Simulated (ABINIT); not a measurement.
Computed results, one entry a study.

```
! title: CsCdCl3 (Pm-3m): G0W0 with ABINIT, start to end
! method: RPA screening on LDA, plane waves, norm-conserving pseudopotentials (and 2 further levels or steps)
! program: ABINIT 10.8.3
! settings: cutoff 47 Ha, PseudoDojo scalar-relativistic 0.4.1 standard, norm-conserving, ngkpt (2, 2, 2), nband 196, ecuteps 4.8 Ha, inclvkb 2, shiftk (0, 0, 0), symchi 1, awtr 1, frequency ppm, 2×2×2 k-mesh
! cost: 5 runs, 11 min in all on 4 MPI ranks of Arm Neoverse V1, shared host
! notes: The database entry behind the starting cell is an old determination (1928). The cell and positions come from the Crystallography Open Database and are kept as given unless a step says otherwise. Limits: d shell near the gap, gap tends to lie low; no spin-orbit coupling. The 2×2×2 mesh is coarse for this cell, which bears on the long-range parts of exchange and screening.
! LDA gap: 1.51 eV, indirect
! G0W0 gap on the mesh: 3.70 eV
! GW settings: 2×2×2 mesh, 196 bands, screening to 130.6 eV, Godby-Needs plasmon pole
! known limits: short of the basis limit; d shell near the gap, gap tends to lie low; no spin-orbit coupling; coarse k mesh
CELL_PARAMETERS angstrom
5.20000 0.00000 0.00000
0.00000 5.20000 0.00000
0.00000 0.00000 5.20000
ATOMIC_POSITIONS crystal
Cs 0.00000 0.00000 0.00000
Cd 0.50000 0.50000 0.50000
Cl 0.00000 0.50000 0.50000
Cl 0.50000 0.00000 0.50000
Cl 0.50000 0.50000 0.00000
```

[Long decimals in the printed logs are rounded to 6 places.]

[Logs are printed without paths, hosts, clocks, repeated set-up lines and the standing remarks that a program may print on its own settings, such as how far it seeks lower states.]

[Paths, hosts, dates, memory and timing lines, banners, echoed tables and standing remarks are left out of the program output; an Ansatz launch command may be rebuilt from the run's recorded settings. Measured values are a selection of at most five: reports struck by readers or far from the other reports are left out. None is set beside runs whose start may be inverted or whose files or cutoffs have a known fault.]

[Runs of the session that timed out or met a known fault of the program may be left out.]

[Hosts, paths, dates, database ids (printed as entryN), source tags and the programs' standing remarks are cut or masked in the printed files.]

[G0W0 gaps are taken among the corrected bands and points alone; a level outside them can change the order at an edge.]

[Where Ansatz stands beside ABINIT at settings called matched, ABINIT's density can come from a denser mesh and the files from another edition; pairs whose starting gaps differed by over 0.03 eV were left out, so agreement reads better than it is.]
